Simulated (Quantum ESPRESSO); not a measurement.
# Voltage at the next charge: Ir(111), 4 layers, one monolayer of Na on fcc sites against an electrode

How the rows were computed: Quantum ESPRESSO 7.5, PBE, GBRV ultrasoft; ESM with bc3, a metal electrode 6.01 Å above the top atoms; cell area 6.385 Å²; ions fixed. V is the potential energy of an electron at the electrode over the slab's Fermi level, divided by e, so that it equals the work function at zero charge; positive charge removes electrons.

| charge (e a cell) | V (V) |
| --- | --- |
| 0 | 3.759 |
| 0.0096 | 4.781 |
| 0.0192 | 5.828 |

To predict: What is V at a charge of 0.0383 e, and what capacitance do the rows imply?

By hand: The last two rows give dV/dq = (5.828 − 4.781)/(0.0192 − 0.0096) = 109.1 V/e, so C = 1602/(6.385 × 109.1) = 2.30 µF/cm², an effective gap of 8.854/2.30 = 3.85 Å. At constant C, V = 5.828 + 109.1 × 0.0191 = 7.91 V.

What the calculation gave: V = 7.978 V; the estimate misses by −0.07 V, 3.1 % of the step. Over the three intervals C goes 2.36, 2.30 and 2.23 µF/cm²: it falls as electrons leave, the surface charge drawing back towards the atoms.

Caveats: Vacuum fills the gap; a dielectric or electrolyte would change C. The slab is thin.
